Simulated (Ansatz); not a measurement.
# Work function of Ba(111): what the settings cost and change, part 2 of 2

Aim: the work function of Ba(111) across levels of theory at one geometry.

Ansatz 0.2.0; plane-wave DFT, PBE, Ansatz PAW (the session's first sound run).

So far, work function, upper face (eV): step 2 (slab, setting PBE, Ansatz PAW (420 eV)) 2.39; step 3 (LDA) 2.55; step 4 (PBEsol) 2.43; step 5 (RPBE) 2.29; step 6 (r2SCAN) 2.38.

## Step 7: Run

This step: plane-wave DFT, PBE, JTH PAW (Ansatz 0.2.0).

Input file input.yaml:

```yaml
crystal:
  lattice:
    - [7.0993520831, 0.0, 0.0]
    - [3.5496760416, 6.1482192544, 0.0]
    - [0.0, 0.0, 32.4914917567]
  atoms:
    - { symbol: Ba, position: [0.6666666667, 0.6666666667, 0.2769955922] }
    - { symbol: Ba, position: [0.0, 0.0, 0.3215964737] }
    - { symbol: Ba, position: [0.3333333333, 0.3333333333, 0.3661973553] }
    - { symbol: Ba, position: [0.6666666667, 0.6666666667, 0.4107982369] }
    - { symbol: Ba, position: [0.0, 0.0, 0.4553991184] }
    - { symbol: Ba, position: [0.3333333333, 0.3333333333, 0.5] }
    - { symbol: Ba, position: [0.6666666667, 0.6666666667, 0.5446008816] }
    - { symbol: Ba, position: [0.0, 0.0, 0.5892017631] }
    - { symbol: Ba, position: [0.3333333333, 0.3333333333, 0.6338026447] }
    - { symbol: Ba, position: [0.6666666667, 0.6666666667, 0.6784035263] }
    - { symbol: Ba, position: [0.0, 0.0, 0.7230044078] }
kpoints:
  mp_grid: { grid: [7, 7, 1] }
hamiltonian:
  xc: pbe
  pseudopotentials: { kind: paw, source: jth }
scf:
  occupations: { method: fermi_dirac, width: 0.1 }
  convergence: { dr2_threshold: 1.0e-09 }
efield:
  axis: 3
  dipole_correction: true
  ramp_position: 0.97
  ramp_width: 0.06
output:
  write_potential: true
  write_density: true
  volumetric_format: npy
```

Launch:

```bash
$ ansatz run input.yaml --threads 4 --pin off --max-ram 6144MiB --backend cpu --events-out ev --progress --plain --runs-dir out
```

Log:

```text
[...]
k-point 0: bands = [... 51 lower, 1.5568, 1.5568, 1.9062, 1.9062, 1.9710, 1.9879, 2.0569, 2.1906, ... 18 higher]
  k-point 1: bands = [... 51 lower, 1.5319, 1.6111, 1.6286, 1.7364, 1.8656, 1.9611, 1.9781, 2.1275, ... 18 higher]
  k-point 2: bands = [... 51 lower, 1.4144, 1.4828, 1.5745, 1.5844, 1.8173, 1.8328, 1.9100, 2.1142, ... 18 higher]
  k-point 7: bands = [... 51 lower, 1.2063, 1.2974, 1.4227, 1.4793, 1.8592, 1.8835, 2.1044, 2.1698, ... 18 higher]
[key lines of the parts left out:]
SCF converged after 13 iterations
Free energy (F): -65276.973443 eV
Fermi energy:    1.740750 eV
Dipole field:    D = -0.000000 V/Å  (p = -0.000001 e·Å, saw-weighted, corrected)
Work function:   Φ+ = 2.3957 eV   Φ− = 2.3957 eV
```

Elapsed: 4 min, on 4 threads of Arm Neoverse N1, shared host; peak memory 5.1 GiB.

The work function is 2.396 eV, +0.002 eV from the run “PBE, Ansatz PAW (420 eV)”, at 1.8 times its CPU time.

## Step 8: Slab

This step: plane-wave DFT, PBE, norm-conserving (Ansatz 0.2.0).

input.yaml, as its differences from that of step 7:

```diff
@@ -21,3 +21,3 @@
   xc: pbe
-  pseudopotentials: { kind: paw, source: jth }
+  pseudopotentials: { kind: nc }
 scf:
```

Log:

```text
[...]
Crystal: 11 atoms, lattice volume = 1418.201 Å³
Basis set: ecut = 770 eV, 68805 PW (Γ)
Bands: 66, of which v1, the nominal top of the filled ones, is band 55 counted from 1 (54 counted from 0)
Symmetry: 6 space group operations
k-points: 8 of 49 (time reversal used)
[...]
k-point 0: bands = [... 51 lower, 1.5504, 1.5504, 1.8996, 1.8996, 1.9581, 1.9802, 2.0547, 2.1877, ... 18 higher]
  k-point 1: bands = [... 51 lower, 1.5260, 1.6049, 1.6202, 1.7301, 1.8598, 1.9527, 1.9732, 2.1232, ... 18 higher]
  k-point 2: bands = [... 51 lower, 1.4118, 1.4777, 1.5636, 1.5775, 1.8110, 1.8192, 1.9021, 2.1020, ... 18 higher]
  k-point 7: bands = [... 51 lower, 1.2002, 1.2909, 1.4174, 1.4716, 1.8483, 1.8731, 2.0891, 2.1590, ... 18 higher]
[key lines of the parts left out:]
SCF converged after 14 iterations
Free energy (F): -8374.853420 eV
Fermi energy:    1.732299 eV
Dipole field:    D = -0.000000 V/Å  (p = -0.000000 e·Å, saw-weighted, corrected)
Work function:   Φ+ = 2.3934 eV   Φ− = 2.3934 eV
```

The job ended after 5.2 min (4 threads; peak memory 5.1 GiB).

The work function is 2.393 eV, -0.000 eV from the run “PBE, Ansatz PAW (420 eV)”, at 2.5 times its CPU time.

## Step 9: Slab

This step: plane-wave DFT, LDA, norm-conserving (Ansatz 0.2.0).

input.yaml, as its differences from that of step 8:

```diff
@@ -20,3 +20,3 @@
 hamiltonian:
-  xc: pbe
+  xc: lda
   pseudopotentials: { kind: nc }
```

Log:

```text
[...]
Crystal: 11 atoms, lattice volume = 1418.201 Å³
Basis set: ecut = 770 eV, 68805 PW (Γ)
Bands: 66, of which v1, the nominal top of the filled ones, is band 55 counted from 1 (54 counted from 0)
Symmetry: 6 space group operations
k-points: 8 of 49 (time reversal used)
[...]
k-point 0: bands = [... 51 lower, 1.3647, 1.3647, 1.7162, 1.7162, 1.7218, 1.7529, 1.8698, 1.9982, ... 18 higher]
  k-point 1: bands = [... 51 lower, 1.3363, 1.3983, 1.4343, 1.5169, 1.6492, 1.7671, 1.7717, 1.9131, ... 18 higher]
  k-point 2: bands = [... 51 lower, 1.2148, 1.2914, 1.3623, 1.3789, 1.6159, 1.6328, 1.6944, 1.9095, ... 18 higher]
  k-point 7: bands = [... 51 lower, 0.9822, 1.0717, 1.2033, 1.2647, 1.6720, 1.6951, 1.9014, 1.9591, ... 18 higher]
[key lines of the parts left out:]
SCF converged after 13 iterations
Free energy (F): -8401.542347 eV
Fermi energy:    1.537014 eV
Dipole field:    D = 0.000000 V/Å  (p = 0.000001 e·Å, saw-weighted, corrected)
Work function:   Φ+ = 2.5542 eV   Φ− = 2.5542 eV
```

It took 5 min on 4 threads; peak memory 4.9 GiB.

The work function is 2.554 eV, +0.160 eV from the run “PBE, Ansatz PAW (420 eV)”, at 2.4 times its CPU time.

## Step 10: Run, setting PBE, all layers relaxed

This step: plane-wave DFT, PBE, Ansatz PAW (Ansatz 0.2.0).

input.yaml, as its differences from that of step 9:

```diff
@@ -20,4 +20,3 @@
 hamiltonian:
-  xc: lda
-  pseudopotentials: { kind: nc }
+  xc: pbe
 scf:
@@ -30,2 +29,5 @@
   ramp_width: 0.06
+relax:
+  f_tol: 0.01
+  max_steps: 40
 output:
```

Log:

```text
[...]
Crystal: 11 atoms, lattice volume = 1418.201 Å³
Basis set: ecut = 420 eV, 27739 PW (Γ), exchange–correlation on 96×96×450 points (8 copies of the dense FFT grid, shifted against one another)
Bands: 66, of which v1, the nominal top of the filled ones, is band 55 counted from 1 (54 counted from 0)
Symmetry: 6 space group operations
[...]
- { symbol: Ba, position: [4.925427e-19, 0, 0.458307] }
    - { symbol: Ba, position: [0.333333, 0.333333, 0.500000] }
    - { symbol: Ba, position: [0.666667, 0.666667, 0.541693] }
    - { symbol: Ba, position: [4.071016e-19, 0, 0.591605] }
    - { symbol: Ba, position: [0.333333, 0.333333, 0.638634] }
    - { symbol: Ba, position: [0.666667, 0.666667, 0.670379] }
    - { symbol: Ba, position: [0, 0, 0.723165] }
[key lines of the parts left out:]
SCF converged after 8 iterations
Free energy (F): -65443.086167 eV
Fermi energy:    1.717603 eV
Dipole field:    D = -0.000000 V/Å  (p = -0.000000 e·Å, saw-weighted, corrected)
Work function:   Φ+ = 2.3662 eV   Φ− = 2.3662 eV
```

The job ended after 4.9 min (4 threads; peak memory 2.5 GiB; 17 min of CPU time).

The relaxation took 4 steps and lowered the energy by 0.092 eV; the largest force on the free atoms ends at 0.0050 eV/Å.

The work function is 2.366 eV, -0.028 eV from the run “PBE, Ansatz PAW (420 eV)”, at 2.4 times its CPU time.

## Step 11: Slab

This step: plane-wave DFT, PBE, fully relativistic PAW with spin-orbit coupling (Ansatz 0.2.0).

input.yaml, as its differences from that of step 10:

```diff
@@ -21,2 +21,3 @@
   xc: pbe
+  pseudopotentials: { kind: paw_fr }
 scf:
@@ -29,5 +30,5 @@
   ramp_width: 0.06
-relax:
-  f_tol: 0.01
-  max_steps: 40
+magnetization:
+  noncollinear: true
+  spin_orbit: true
 output:
```

Log:

```text
[...]
non-collinear run that drives no moment, with spin-orbit: no starting moment large enough to seed its density (crystal.atoms[].spin), no starting occupations that ask for one, no magnetisation constraint and no magnetic field, so the semilocal B_xc is pinned to zero
Crystal: 11 atoms, lattice volume = 1418.201 Å³
[...]
k-point 1: bands = [... 106 lower, 1.5982, 1.5982, 1.7013, 1.7013, 1.8268, 1.8268, 1.9245, 1.9245, ... 40 higher]
  k-point 2: bands = [... 106 lower, 1.5395, 1.5395, 1.5521, 1.5521, 1.7812, 1.7812, 1.7960, 1.7960, ... 40 higher]
  k-point 7: bands = [... 106 lower, 1.3911, 1.3911, 1.4482, 1.4482, 1.8178, 1.8178, 1.8511, 1.8511, ... 40 higher]
[key lines of the parts left out:]
SCF converged after 14 iterations
Magnetization: |M| = 0.0000 μB,  M = (+0.0000, +0.0000, +0.0000) μB
Free energy (F): -65495.348809 eV
Fermi energy:    1.705778 eV
Dipole field:    D = -0.000000 V/Å  (p = -0.000001 e·Å, saw-weighted, corrected)
Work function:   Φ+ = 2.3952 eV   Φ− = 2.3952 eV
```

The job ended after 26 min (4 threads; peak memory 6.1 GiB; 1.6 h of CPU time).

The work function is 2.395 eV, +0.001 eV from the run “PBE, Ansatz PAW (420 eV)”, at 14 times its CPU time.

## Step 12: Comparing the runs

Times are for 4 threads of Arm Neoverse N1, shared host. The series side by side:

```csv
no.,setting,"work function, upper face (eV)",time,memory (GiB)
1,"PBE, Ansatz PAW (420 eV)",2.394,2.2 min,2.6
2,"LDA, Ansatz PAW (420 eV)",2.554,2.1 min,2.6
3,"PBEsol, Ansatz PAW (420 eV)",2.427,2.1 min,2.6
4,"RPBE, Ansatz PAW (420 eV)",2.295,2.2 min,2.6
5,"r2SCAN, Ansatz PAW (500 eV)",2.379,4.3 min,5.2
6,"PBE, JTH PAW (660 eV)",2.396,4 min,5.1
7,"PBE, norm-conserving (770 eV)",2.393,5.2 min,5.1
8,"LDA, norm-conserving (770 eV)",2.554,5 min,4.9
9,"PBE, all layers relaxed",2.366,4.9 min,2.5
10,PBE with spin-orbit coupling (420 eV),2.395,26 min,6.1
```

## Step 13: A changed input

This step: plane-wave DFT, PBE, Ansatz PAW (Ansatz 0.2.0).

An input spoilt on purpose, to show how the run answers: it repeats the earlier run “PBE, Ansatz PAW (420 eV)” with efield.axis from 3 to 1, and scf.max_iter set to 75; its output block differs too.

input.yaml, as its differences from that of step 11:

```diff
@@ -21,3 +21,2 @@
   xc: pbe
-  pseudopotentials: { kind: paw_fr }
 scf:
@@ -25,4 +24,5 @@
   convergence: { dr2_threshold: 1.0e-09 }
+  max_iter: 75
 efield:
-  axis: 3
+  axis: 1
   dipole_correction: true
@@ -30,5 +30,2 @@
   ramp_width: 0.06
-magnetization:
-  noncollinear: true
-  spin_orbit: true
 output:
```

Log:

```text
Engine: ansatz 0.2.0, aarch64-unknown-linux-gnu
Pseudopotentials: kind: paw
Pseudopotential: Ba, paw, valence charge 10, recommended cutoff 420 eV (normal), Ba.paw.azcp
Functional definition: PBE
  parameter kappa = 0.804
  parameter beta = 0.066725
  exchange = pbe_x(kappa = kappa, mu = beta*pi^2/3)
  correlation = pbe_c(beta = beta)
Crystal: 11 atoms, lattice volume = 1418.201 Å³
Basis set: ecut = 420 eV, 27739 PW (Γ)
Bands: 66, of which v1, the nominal top of the filled ones, is band 55 counted from 1 (54 counted from 0)
Symmetry: 2 space group operations
k-points: 16 of 49 (time reversal used)
Non-local potential: Ba, projectors of the file, l = 0: 3, l = 1: 2, l = 2: 2, l = 3: 2
PAW form: soft (Blöchl's): semilocal exchange-correlation on the pseudo side does not see the compensation charge
PAW one-centre angular grid: Ba, 194 points (default); XC on 64 Gauss nodes
Initial density: superposition of atomic densities (neutral atoms: chi_scale 0, normalization atom), corrected by the library's trained network
Initial wavefunctions: pseudopotential atomic-orbital guess
Functional: x = pbe(κ = 0.804, μ = 0.219515), c = pbe(β = 0.066725)
Error: efield: ion 1 (Ba) at fractional coordinate 0.0000 along the field axis lies inside the sawtooth ramp with 2 of the planes that the density is read on at each end, [0.9283, 0.0717] — the ramp must sit in vacuum (an ion there feels the fictitious reversed slope); set or move the ramp (efield.ramp_position / ramp_width) or move the geometry
```

Elapsed: 0.69 s, on 4 threads; peak memory 1.2 GiB.

The input was rejected at the start.

The program's message: “Error: efield: ion 1 (Ba) at fractional coordinate 0.0000 along the field axis lies inside the sawtooth ramp with 2 of the planes that the density is read on at each end, [0.9283, 0.0717] — the ramp m …”

The fault put into the input: the field along an axis without vacuum.

## Step 14: Outcome

| Property | Result |
| --- | --- |
| work function, PBE, Ansatz PAW (420 eV) | 2.394 eV |
| work function, LDA, Ansatz PAW (420 eV) | 2.554 eV |
| work function, RPBE, Ansatz PAW (420 eV) | 2.295 eV |
| work function, r2SCAN, Ansatz PAW (500 eV) | 2.379 eV |
| work function, PBE, all layers relaxed | 2.366 eV |
| work function, PBE with spin-orbit coupling (420 eV) | 2.395 eV |

**Reading.** PBE on the default files gives 2.39 eV, and the settings tried spread the value from 2.29 to 2.55 eV. At one geometry LDA lies 0.16 eV above PBE. The choice of pseudopotentials moves the PBE value by 0.002 eV. Relaxing the layers changes it by -0.028 eV. Spin-orbit coupling, on the fully relativistic files, changes it by +0.00 eV. The ladder's slabs use the tabulated experimental lattice constant (two decimals; a low-temperature value for the alkali metals).

[Long decimals in the printed logs are rounded to 6 places.]

[Logs are printed without paths, hosts, clocks, repeated set-up lines and the standing remarks that a program may print on its own settings, such as how far it seeks lower states.]

[Hosts, paths, dates, database ids (printed as entryN), source tags and the programs' standing remarks are cut or masked in the printed files.]

[Maps of the electrostatic potential energy from Ansatz leave out the sawtooth potential of an applied field or a dipole correction, so their vacuum need not be flat; planar profiles and work functions include it.]
